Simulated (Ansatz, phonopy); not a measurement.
# KI (Fm-3m): thermal expansion from first principles, part 2 of 4

How much does KI expand with temperature?

What experiment has found for this phase:
- volume expansion coefficient 113.7 1e-6/K near room temperature (given in “Descriptors for thermal expansion in solids”, 2017, arXiv:1701.03966)

Ansatz 0.2.0; DFT r2SCAN, scalar-relativistic, plane waves, PAW (the session's first sound run).

So far. Step 2 (A first coarse run): The start is under 0.15 GPa at this level and looks like an insulator or semiconductor on this mesh.

### Step 4. Tight relaxation

The relaxation is repeated with tighter thresholds on force and stress, since phonons are sensitive to what is left; a change of mesh or smearing in the input moves the cell too.

Contents of input.yaml:

```yaml
crystal:
  lattice:
    - [0.0, 3.5459628246, 3.5459628246]
    - [3.5459628246, 0.0, 3.5459628246]
    - [3.5459628246, 3.5459628246, 0.0]
  atoms:
    - { symbol: K, position: [0.0, 0.0, 0.0] }
    - { symbol: I, position: [0.5, 0.5, 0.5] }
kpoints:
  mp_grid: { grid: [8, 8, 8] }
hamiltonian:
  xc: r2scan
scf:
  occupations: { method: fixed }
  lower_state_search: "off"
output:
  forces: true
  stress: true
  eigenvalues: true
  write_density: true
  write_potential: true
  elf: true
  volumetric_format: npy
relax:
  adjacent_minimum: "off"
  f_tol: 0.001
  max_steps: 60
  cell: { stress_tol: 0.01 }
```

On the command line:

```bash
$ ansatz run input.yaml --threads 4 --pin off --max-ram 16384MiB --backend cpu --events-out ev --progress --plain --runs-dir out
```

Numbers of over 12 decimals in the logs are rounded to 6 here.

The program printed:

```text
[...]
Crystal: 2 atoms, lattice volume = 89.173 Å³
Basis set: ecut = 500 eV, 2229 PW (Γ), exchange–correlation on 160×160×160 points (64 copies of the dense FFT grid, shifted against one another)
Bands: 17, of which v1, the nominal top of the filled ones, is band 13 counted from 1 (12 counted from 0)
Symmetry: 48 space group operations
[...]
k-points: 29 of 512
[...]
SCF iter   1: F=-9073.920607 eV  HF=-9073.912465 eV  |F-HF|=8.14e-3  |Δ(HF+E_count)|=         —  Δρ=2.48e-3  dr2=3.52e-3  dr2_τ=6.43e-4  ethr=1.77e-3  ⟨swp⟩=5.1  Hψ=2509  notcnv=0  defer=52
[...]
SCF iter   6: F=-9073.921461 eV  HF=-9073.921461 eV  |F-HF|=5.04e-10  |Δ(HF+E_count)|=   7.04e-8  Δρ=2.24e-6  dr2=2.10e-9  dr2_τ=3.57e-10  ethr=1.20e-10  ⟨swp⟩=11.2  Hψ=4331  notcnv=0
SCF 1 converged in 6 iterations: F = -9073.921461 eV  dr2 = 2.10e-9
[...]
relax step   1: F+E_penalty+E_count = -9073.92146089 eV  Δ(F+E_penalty+E_count) = +0.000e0 eV  max|allowed force component| = 3.589e-29 eV/Å  Δτ_max = 0.0000 Å  P = +0.003 GPa  Ω = 89.173 Å³  (6 SCF iters, dr2 threshold 1.00e-7 eV, accepted)
[...]
SCF iter   5: F=-9073.921461 eV  HF=-9073.921461 eV  |F-HF|=5.46e-12  |Δ(HF+E_count)|=  1.82e-12  Δρ=8.30e-9  dr2=3.76e-14  dr2_τ=2.30e-14  ethr=1.00e-12  ⟨swp⟩=9.6  Hψ=3098  notcnv=0
SCF 2 converged in 5 iterations: F = -9073.921461 eV  dr2 = 3.76e-14
relax step   2: F+E_penalty+E_count = -9073.92146089 eV  Δ(F+E_penalty+E_count) = -9.532e-10 eV  max|allowed force component| = 3.372e-29 eV/Å  Δτ_max = 0.0000 Å  P = +0.003 GPa  Ω = 89.173 Å³  stress off target by 2.83e-3 GPa  SCF on the basis re-selected at this cell (its energy is not comparable with the rows above)  (5 SCF iters)
[...]
SCF converged after 5 iterations
Free energy (F): -9073.921461 eV
[...]
Internal energy: -9073.921461 eV  (E = F + TS)
E sigma→0 (E₀):  -9073.921461 eV
Fermi energy:    1.837923 eV
[...]
--- Stress (GPa, compression-positive) ---
        0.002834      -0.000000       0.000000
        0.000000       0.002834      -0.000000
        0.000000       0.000000       0.002834
  P = ⅓ Tr σ = 0.0028 GPa (0.028 kbar)
--- Band table (eV; the first three rows and the last of 29) ---
  k-point 0: bands = [... 9 lower, -8.9513, 1.8379, 1.8379, 1.8379, 6.4201, 8.9046, 8.9046, 8.9046]
  k-point 1: bands = [... 9 lower, -8.9077, 1.5946, 1.7862, 1.7862, 6.7920, 8.8092, 9.0794, 9.0794]
  k-point 2: bands = [... 9 lower, -8.8059, 1.1042, 1.6672, 1.6672, 7.4747, 8.9526, 9.5385, 9.5385]
  k-point 28: bands = [... 9 lower, -8.7429, 1.1126, 1.1126, 1.2558, 8.8101, 8.8101, 9.1968, 10.7761]
--- Relaxed structure (1 steps of the walk, 1 accepted, 1 SCFs on fresh bases) ---
[...]
cell:  # Å, volume = 89.1728 Å³
    - [0.0, 3.5459628246, 3.5459628246]
    - [3.5459628246, 0.0, 3.5459628246]
    - [3.5459628246, 3.5459628246, 0.0]
  atoms:
    - { symbol: K, position: [0.0, 0.0, 0.0] }
    - { symbol: I, position: [0.5, 0.5, 0.5] }
```

The job ended after 5 s (4 threads of Arm Neoverse V1, shared host; peak memory 0.67 GiB; 19 s of CPU time).

Little changed from the start: no atom moved by 0.005 Å and no cell edge by 0.1 %.

Numbers from this step:

```yaml
pressure: 0.002834 GPa
```

Electrostatic potential energy in the ac plane of the conventional cell at fractional y = 0.000, with atoms of K and I within 0.2 Å of it. With pseudopotentials it is smooth inside the atoms' cores, unlike the true potential.

Values in eV, 11 rows by 16 columns, each cell a mean:
```
-35 -21  -1   5   6   1 -12  -4   0 -11  -5   5   6   3 -12 -32
 -3   1   5   6   7   6   1  -5  -6  -2   5   7   7   5   3  -2
  6   6   7   7   8   7   7   6   6   6   7   8   8   7   6   6
 -2   2   6   7   7   6   4   2   1   3   5   7   7   7   4  -1
 -6 -12  -2   6   6   3  -8 -26 -29 -15   1   5   6   2 -10  -8
  7  -7  -8   5   6   2 -19 -38 -38 -29  -3   5   6  -1 -13   4
-10 -10   1   6   6   4  -3 -17 -20  -8   2   6   7   4  -7 -11
  3   5   7   8   7   6   5   4   4   5   6   7   8   7   6   3
  5   6   7   7   8   7   6   5   5   6   7   8   7   7   6   5
-11  -3   3   6   7   5  -3 -10 -10  -6   3   7   7   5   0  -9
-38 -27  -2   5   6   0 -13   2   5  -9  -7   5   6   2 -16 -36
```
Columns run along a (7.1 Å; values clipped at the 3rd and 97th percentile), rows up along c (7.1 Å), edges of the conventional cell, whose origin can differ from the input's. Atoms in or near the plane, at fractional coordinates: K at (0.00, 0.00), K at (0.50, 0.50), I at (0.50, 0.00), I at (0.00, 0.50).

ELF in the ac plane of the conventional cell at fractional y = 0.000, with atoms of K and I within 0.2 Å of it. It is the smooth field of the valence electrons, not physical close to the nuclei.

Ten even steps from '_' (0.01) to '@' (0.86), each cell a mean:
```
%%@@@@--__++%%##++::::==##%%##::..##@@@@
@@@@##::__==%%%%##++++**##%%##..__++@@@@
##**--____--##%%%%####%%%%%%**..__..++##
..________..++##%%%%%%%%%%**--________..
::......____..--==++++====::______....::
####**==..______________________--**####
%%%%%%##==..____::--==--..____::**%%%%%%
**##%%%%**..__--##@@@@%%++..__==%%%%####
--++##%%##..__**@@@@@@@@%%--__==%%%%**==
==--**%%##::..##@@%%##@@@@==__++%%##++::
::==##%%##::..##@@@@%%@@@@--__++%%##++::
++**##%%##..__++@@@@@@@@##::__==%%%%##++
##%%%%%%**..__..++####**--____--##%%%%##
%%%%%%**--________....________..++##%%%%
++====::______....::::......____..--==++
____________--**########**==..__________
==--..____::**%%%%%%%%%%%%##==..____::--
@@%%++..__==%%%%####**##%%%%**..__--##@@
@@@@%%--__==%%%%**==--++##%%##..__**@@@@
##@@@@==__++%%##++::==--**%%##::..##@@%%
```
Columns run along a (7.1 Å), rows up along c (7.1 Å), edges of the conventional cell, whose origin can differ from the input's. Atoms in or near the plane, at fractional coordinates: K at (0.00, 0.00), K at (0.50, 0.50), I at (0.50, 0.00), I at (0.00, 0.50).

Valence density in the ac plane of the conventional cell at fractional y = 0.000, with atoms of K and I within 0.2 Å of it. It is the smooth field of the valence electrons, not physical close to the nuclei.

Values in e/Å³, 11 rows by 16 columns, each cell a mean:
```
 3  2  0  0  0  0  1  7  9  3  1  0  0  0  1  3
 0  0  0  0  0  0  0  1  1  0  0  0  0  0  0  0
 0  0  0  0  0  0  0  0  0  0  0  0  0  0  0  0
 0  0  0  0  0  0  0  0  0  0  0  0  0  0  0  0
 5  2  0  0  0  0  1  2  2  1  0  0  0  0  1  4
15  5  1  0  0  0  1  4  4  2  0  0  0  0  2 11
 3  1  0  0  0  0  0  1  2  1  0  0  0  0  1  2
 0  0  0  0  0  0  0  0  0  0  0  0  0  0  0  0
 0  0  0  0  0  0  0  0  0  0  0  0  0  0  0  0
 1  0  0  0  0  0  0  1  1  1  0  0  0  0  0  1
 4  2  0  0  0  0  2 10 13  4  1  0  0  0  1  3
```
Columns run along a (7.1 Å), rows up along c (7.1 Å), edges of the conventional cell, whose origin can differ from the input's. Atoms in or near the plane, at fractional coordinates: K at (0.00, 0.00), K at (0.50, 0.50), I at (0.50, 0.00), I at (0.00, 0.50).

The residual pressure is 0.0028 GPa, small enough for phonons.

### Step 5. Phonons on strained cells, cutoff 580 eV, functional r2SCAN

Thermal expansion follows from how the free energy of the vibrations (and of the electrons in a metal) changes with strain, so the program makes strained cells, their phonons and a fit in one run.

input.yaml, the sections that differ from step 4:

```yaml
output:
  eigenvalues: true
phonons:
  method: dfpt
  qmesh: [2, 2, 2]
  temperatures: { t_max: 500.0, t_step: 25 }
  thermal_expansion: {}
# crystal, kpoints, hamiltonian, scf: as in step 4
# relax: removed
```

The program printed:

```text
[...]
Crystal: 2 atoms, lattice volume = 89.173 Å³
Basis set: ecut = 580 eV, 2741 PW (Γ), exchange–correlation on 320×320×320 points (512 copies of the dense FFT grid, shifted against one another)
Bands: 17, of which v1, the nominal top of the filled ones, is band 13 counted from 1 (12 counted from 0)
Symmetry: 48 space group operations
[...]
k-points: 29 of 512
[...]
SCF iter   1: F=-9073.921595 eV  HF=-9073.913551 eV  |F-HF|=8.04e-3  |Δ(HF+E_count)|=         —  Δρ=2.56e-3  dr2=3.59e-3  dr2_τ=6.98e-4  ethr=1.77e-3  ⟨swp⟩=5.2  Hψ=2508  notcnv=0  defer=52
[...]
SCF iter   8: F=-9073.922607 eV  HF=-9073.922607 eV  |F-HF|=7.28e-12  |Δ(HF+E_count)|=  4.18e-11  Δρ=8.47e-8  dr2=7.79e-12  dr2_τ=9.91e-14  ethr=1.00e-12  ⟨swp⟩=9.2  Hψ=3206  notcnv=0
SCF 1 converged in 8 iterations: F = -9073.922607 eV  dr2 = 7.79e-12
[...]
relax step   1: F+E_penalty+E_count = -9073.92260740 eV  Δ(F+E_penalty+E_count) = +0.000e0 eV  max|allowed force component| = 3.399e-29 eV/Å  Δτ_max = 0.0000 Å  (8 SCF iters, accepted)
SCF converged after 8 iterations
Free energy (F): -9073.922607 eV
[...]
Internal energy: -9073.922607 eV  (E = F + TS)
E sigma→0 (E₀):  -9073.922607 eV
Fermi energy:    1.837887 eV
[...]
--- Stress (GPa, compression-positive) ---
        0.002720       0.000000      -0.000000
        0.000000       0.002720      -0.000000
        0.000000      -0.000000       0.002720
  P = ⅓ Tr σ = 0.0027 GPa (0.027 kbar)
--- Band table (eV; the first three rows and the last of 29) ---
  k-point 0: bands = [... 9 lower, -8.9512, 1.8379, 1.8379, 1.8379, 6.4204, 8.9046, 8.9046, 8.9046]
  k-point 1: bands = [... 9 lower, -8.9076, 1.5946, 1.7862, 1.7862, 6.7922, 8.8092, 9.0794, 9.0794]
  k-point 2: bands = [... 9 lower, -8.8058, 1.1042, 1.6671, 1.6671, 7.4749, 8.9527, 9.5386, 9.5386]
  k-point 28: bands = [... 9 lower, -8.7428, 1.1125, 1.1125, 1.2558, 8.8102, 8.8102, 9.1970, 10.7763]
── thermal expansion: 3 new cells, 3 in all ──
thermal expansion: relaxation of cell 2
thermal expansion: relaxation of cell 3
── thermal expansion: 2 new cells, 5 in all ──
thermal expansion: relaxation of cell 4
thermal expansion: phonons of cell 4
thermal expansion: relaxation of cell 5
thermal expansion: phonons of cell 5
── thermal expansion: 7 new cells, 12 in all ──
thermal expansion: relaxation of cell 6
thermal expansion: relaxation of cell 7
thermal expansion: relaxation of cell 8
thermal expansion: relaxation of cell 9
thermal expansion: relaxation of cell 10
thermal expansion: relaxation of cell 11
thermal expansion: relaxation of cell 12
thermal expansion: phonons of cell 6
thermal expansion: phonons of cell 7
thermal expansion: phonons of cell 8
thermal expansion: phonons of cell 9
--- Relaxed structure (1 steps of the walk, 1 accepted, 0 SCFs on fresh bases) ---
  F+E_penalty+E_count = -9073.92260740 eV   max|allowed force component| = 3.399e-29 eV/Å
  atoms:
    - { symbol: K, position: [0.0, 0.0, 0.0] }
    - { symbol: I, position: [0.5, 0.5, 0.5] }
--- Thermal expansion: 12 cells in 3 rounds, 0 GPa ---
  no lower state was looked for at cell 4: scf.lower_state_search: off
  without vibrations: a 5.01511, b 5.01511, c 5.01511 Å, V 89.1923 Å³, B 12.39 GPa
  at 0 K: a 5.02737, b 5.02737, c 5.02737 Å, V 89.8476 Å³, B 12.10 GPa
  zero-point expansion: a +0.244, b +0.244, c +0.244, V +0.735 %
      T/K        a/Å        b/Å        c/Å       V/Å³ | expansion of a, b, c, V (1e-6/K)   | that of V in the mean from 25 °C | C_P, C_V (J/mol K of the cell) | B_T, B_S (GPa)
     0.00    5.02737    5.02737    5.02737    89.8476 |    0.00    0.00    0.00    0.00 |  107.54 |     0.000     0.000 |    12.10    12.10
    50.00    5.03001    5.03001    5.03001    89.9894 |   25.17   25.17   25.17   75.50 |  123.05 |    34.245    34.061 |    11.93    12.00
   100.00    5.03815    5.03815    5.03815    90.4268 |   36.96   36.96   36.96  110.89 |  130.32 |    45.637    44.863 |    11.55    11.75
   150.00    5.04808    5.04808    5.04808    90.9626 |   41.35   41.35   41.35  124.05 |  135.35 |    48.988    47.580 |    11.14    11.47
   200.00    5.05891    5.05891    5.05891    91.5494 |   44.30   44.30   44.30  132.90 |  139.88 |    50.680    48.593 |    10.71    11.17
   250.00    5.07047    5.07047    5.07047    92.1784 |   46.98   46.98   46.98  140.95 |  144.41 |    51.902    49.071 |    10.27    10.86
   298.15    5.08227    5.08227    5.08227    92.8238 |   49.66   49.66   49.66  148.98 |       - |    52.957    49.324 |     9.82    10.54
   325.00    5.08916    5.08916    5.08916    93.2018 |   51.26   51.26   51.26  153.78 |  151.66 |    53.545    49.419 |     9.56    10.36
   375.00    5.10263    5.10263    5.10263    93.9438 |   54.55   54.55   54.55  163.66 |  157.01 |    54.697    49.544 |     9.07    10.01
   425.00    5.11705    5.11705    5.11705    94.7423 |   58.41   58.41   58.41  175.23 |  162.94 |    55.990    49.627 |     8.55     9.64
   475.00    5.13259    5.13259    5.13259    95.6084 |   63.07   63.07   63.07  189.21 |  169.62 |    57.508    49.684 |     7.99     9.25
   500.00    5.14087    5.14087    5.14087    96.0714 |   65.81   65.81   65.81  197.43 |  173.33 |    58.385    49.707 |     7.70     9.04
  the static fit leaves 0.000 meV an atom of the energies and, of the stresses, 0.000 GPa of each cell's largest along a strain (root mean squares over the cells), whose Pulay part it has at -0.006 GPa
  vibrations' free energy: its fit leaves 0.0000 meV an atom at the most
  the electrons' free energy at temperature is not in it: every band gap is over 0.52 eV
  free energies summed between the sampled wave vectors
  estimated error of the fitted expansion in any direction: up to 0.097e-6/K, at 500 K (an estimate, not a bound: it was exceeded on models of known expansion)
  by sums over the sampled wave vectors an expansion of the volume parts by up to 8.28e-6/K
  by a static energy of one degree less an expansion of the volume parts by up to 0.71e-6/K
  the FFT grids of the static calculations differ: 40 × 40 × 40, 45 × 45 × 45
  band gaps on the cells' k-points are 4.312 to 4.659 eV
```

Run time: 40 min. Hardware: 4 threads; peak memory 9.6 GiB.

Numbers from this step:

```yaml
pressure: 0.002720 GPa
volume_expansion_coefficient_at_298_k: 149.0 1e-6/K
c_p_at_298_k: 26.48 J/mol-atom/K
entropy_at_298_k: 54.44 J/mol-atom/K
isothermal_bulk_modulus_at_298_k: 9.821 GPa
grueneisen_parameter_at_298_k: 1.658
volume_at_298_k: 46.41 Å³/atom
principal_linear_expansion_coefficients_at_298_k: 49.66, 49.66, 49.66 1e-6/K
```

Strained cells of the study; zero-point energy where phonons were solved; the pressures are stresses at a fixed cutoff and can carry an offset from the finite basis. Expansion cells, by row:

```tsv
cell	|a| (Å)	|b| (Å)	|c| (Å)	V (Å³/atom)	E - E_lowest (meV/atom)	pressure, compression positive (GPa)	gap (eV)	zero-point energy (meV/atom)
1	5.015	5.015	5.015	44.59	0	-0.003	4.582	-
2	5.055	5.055	5.055	45.67	0.945	-0.283	4.523	-
3	4.975	4.975	4.975	43.53	1.027	0.311	4.644	-
4	5.016	5.016	5.016	44.61	0.001	-0.009	4.581	14.08
5	5.041	5.041	5.041	45.28	0.395	-0.188	4.544	13.71
6	5.077	5.077	5.077	46.27	2.27	-0.423	4.491	13.17
7	5.108	5.108	5.108	47.13	4.989	-0.603	4.447	12.73
8	5.14	5.14	5.14	48	8.69	-0.765	4.405	12.29
9	5.171	5.171	5.171	48.89	13.32	-0.913	4.364	11.85
10	4.966	4.966	4.966	43.29	1.561	0.389	4.659	-
11	4.991	4.991	4.991	43.95	0.378	0.183	4.62	-
12	5.213	5.213	5.213	50.07	20.66	-1.083	4.312	-
```

Quasi-harmonic; a, b, c are the run's own cell vectors. Expansion, by row:

```tsv
T (K)	a (Å)	b (Å)	c (Å)	alpha (deg)	beta (deg)	gamma (deg)	cell volume (Å³/cell)	alpha_a (1e-6/K)	alpha_b (1e-6/K)	alpha_c (1e-6/K)	alpha_V (1e-6/K)	C_P (J/mol-atom/K)	C_V (J/mol-atom/K)	S (J/mol-atom/K)	B_T (GPa)	B_S (GPa)	Grueneisen	extrapolation	fit error (1e-6/K)
0	5.027	5.027	5.027	60	60	60	89.85	0	0	0	0	0	0	0	12.1	12.1	-	0	0
25	5.028	5.028	5.028	60	60	60	89.87	9.7	9.7	9.7	29.11	8.526	8.519	4.321	12.07	12.08	1.116	0	0
50	5.03	5.03	5.03	60	60	60	89.99	25.17	25.17	25.17	75.5	17.12	17.03	13.22	11.93	12	1.434	0	0.01
75	5.034	5.034	5.034	60	60	60	90.19	32.93	32.93	32.93	98.79	20.98	20.75	21	11.75	11.88	1.519	0	0.01
100	5.038	5.038	5.038	60	60	60	90.43	36.96	36.96	36.96	110.9	22.82	22.43	27.32	11.55	11.75	1.555	0	0.02
125	5.043	5.043	5.043	60	60	60	90.69	39.49	39.49	39.49	118.5	23.84	23.3	32.53	11.35	11.61	1.576	0	0.02
150	5.048	5.048	5.048	60	60	60	90.96	41.35	41.35	41.35	124	24.49	23.79	36.93	11.14	11.47	1.591	0	0.03
175	5.053	5.053	5.053	60	60	60	91.25	42.9	42.9	42.9	128.7	24.97	24.09	40.75	10.93	11.32	1.604	0	0.03
200	5.059	5.059	5.059	60	60	60	91.55	44.3	44.3	44.3	132.9	25.34	24.3	44.11	10.71	11.17	1.615	0	0.04
225	5.065	5.065	5.065	60	60	60	91.86	45.65	45.65	45.65	136.9	25.66	24.44	47.11	10.49	11.02	1.626	0	0.04
250	5.07	5.07	5.07	60	60	60	92.18	46.98	46.98	46.98	140.9	25.95	24.54	49.83	10.27	10.86	1.637	0	0.05
275	5.077	5.077	5.077	60	60	60	92.51	48.35	48.35	48.35	145	26.23	24.61	52.31	10.04	10.7	1.648	0	0.05
298.1	5.082	5.082	5.082	60	60	60	92.82	49.66	49.66	49.66	149	26.48	24.66	54.44	9.82	10.54	1.658	0	0.06
300	5.083	5.083	5.083	60	60	60	92.85	49.77	49.77	49.77	149.3	26.5	24.67	54.61	9.8	10.53	1.659	0	0.06
325	5.089	5.089	5.089	60	60	60	93.2	51.26	51.26	51.26	153.8	26.77	24.71	56.74	9.56	10.36	1.671	0	0.06
350	5.096	5.096	5.096	60	60	60	93.57	52.85	52.85	52.85	158.5	27.05	24.74	58.73	9.32	10.19	1.682	0	0.07
375	5.103	5.103	5.103	60	60	60	93.94	54.55	54.55	54.55	163.7	27.35	24.77	60.61	9.07	10.01	1.695	0	0.07
400	5.11	5.11	5.11	60	60	60	94.34	56.4	56.4	56.4	169.2	27.66	24.8	62.39	8.81	9.83	1.708	0	0.07
425	5.117	5.117	5.117	60	60	60	94.74	58.41	58.41	58.41	175.2	28	24.81	64.07	8.55	9.64	1.722	0	0.07
450	5.125	5.125	5.125	60	60	60	95.17	60.62	60.62	60.62	181.9	28.36	24.83	65.68	8.27	9.45	1.736	0	0.07
475	5.133	5.133	5.133	60	60	60	95.61	63.07	63.07	63.07	189.2	28.75	24.84	67.23	7.99	9.25	1.752	0	0.07
500	5.141	5.141	5.141	60	60	60	96.07	65.81	65.81	65.81	197.4	29.19	24.85	68.71	7.7	9.04	1.768	0	0.1
```

Table of expansion coefficient by temperature; values in 1e-6/K:

```tsv
temperature (K)	volume	principal 1
0	0	0
25	29.1	9.7
50	75.5	25.2
75	98.8	32.9
100	111	37.0
125	118	39.5
150	124	41.4
175	129	42.9
200	133	44.3
225	137	45.6
250	141	47.0
275	145	48.4
298	149	49.7
300	149	49.8
325	154	51.3
350	159	52.9
375	164	54.5
400	169	56.4
425	175	58.4
450	182	60.6
475	189	63.1
500	197	65.8
```

At 298 K the volume expansion is 149 × 10⁻⁶/K and B_T is 9.82 GPa. The program raised the cutoff to 580 eV by itself: with no cutoff typed, the study takes about 1.16 times the default for its relaxations and scales it with the volume for the phonons.

### Step 6. Quasi-harmonic fit by phonopy

This step: DFT r2SCAN, scalar-relativistic, plane waves, PAW (phonopy 4.10.0).

Numbers from this step:

| Item | Value |
| --- | --- |
| volume expansion coefficient at 300 K | 149.5 1e-6/K |
| isothermal bulk modulus at 300 K | 9.79 GPa |
| C_P at 300 K | 26.53 J/mol-atom/K |
| Grüneisen parameter at 300 K | 1.659 |

Table of energy (each curve on its own zero) by volume; values in meV/atom:

```tsv
volume (Å³/atom)	static	F at 0 K	F at 300 K	F at 500 K
44.61	0	1.11	5.87	9.69
45.28	0.39	1.13	4.4	7.02
46.27	2.27	2.47	3.51	4.32
47.13	4.99	4.74	3.81	3.04
48.00	8.69	8.01	5.01	2.61
48.89	13.3	12.2	7.06	2.96
```

Phonopy-qha, vinet fit of F(V) at each temperature. Qha vinet, by row:

```tsv
T (K)	fitted volume (Å³/atom)	alpha_V (1e-6/K)	B_T (GPa)	C_P (J/mol-atom/K)	Grueneisen
75	45.09	97.04	11.75	21.07	1.492
100	45.21	110.2	11.55	22.94	1.545
125	45.34	118.1	11.35	23.94	1.571
150	45.48	123.8	11.14	24.58	1.589
175	45.63	128.6	10.93	25.03	1.602
200	45.77	132.8	10.71	25.39	1.614
225	45.93	136.9	10.49	25.7	1.625
250	46.09	141	10.26	25.99	1.637
275	46.25	145.2	10.03	26.26	1.648
300	46.42	149.5	9.79	26.53	1.659
325	46.6	154	9.55	26.8	1.671
350	46.78	158.9	9.31	27.08	1.683
375	46.97	164	9.06	27.37	1.696
400	47.17	169.6	8.8	27.68	1.71
425	47.37	175.6	8.54	28.02	1.724
450	47.58	182.1	8.27	28.38	1.738
475	47.81	189.2	8	28.77	1.754
```

The volume expansion coefficient by temperature; values in 1e-6/K:

```tsv
temperature (K)	phonopy-qha, Vinet	Ansatz's own study
75	97.0	98.8
100	110	111
125	118	118
150	124	124
175	129	129
200	133	133
225	137	137
250	141	141
275	145	145
300	149	149
325	154	154
350	159	159
375	164	164
400	170	169
425	176	175
450	182	182
475	189	189
```

The fit gives a volume expansion of 149 × 10⁻⁶/K at 300 K, against 149 at 298 K from the study itself, whose static fit uses more cells.

(Part 2 of 4 ends here.)

[Logs are printed without paths, hosts, clocks, repeated set-up lines and the standing remarks that a program may print on its own settings, such as how far it seeks lower states.]

[Hosts, paths, dates, database ids (printed as entryN), source tags and the programs' standing remarks are cut or masked in the printed files.]

[A step with changed settings may run another functional than the one named; its input shows which.]
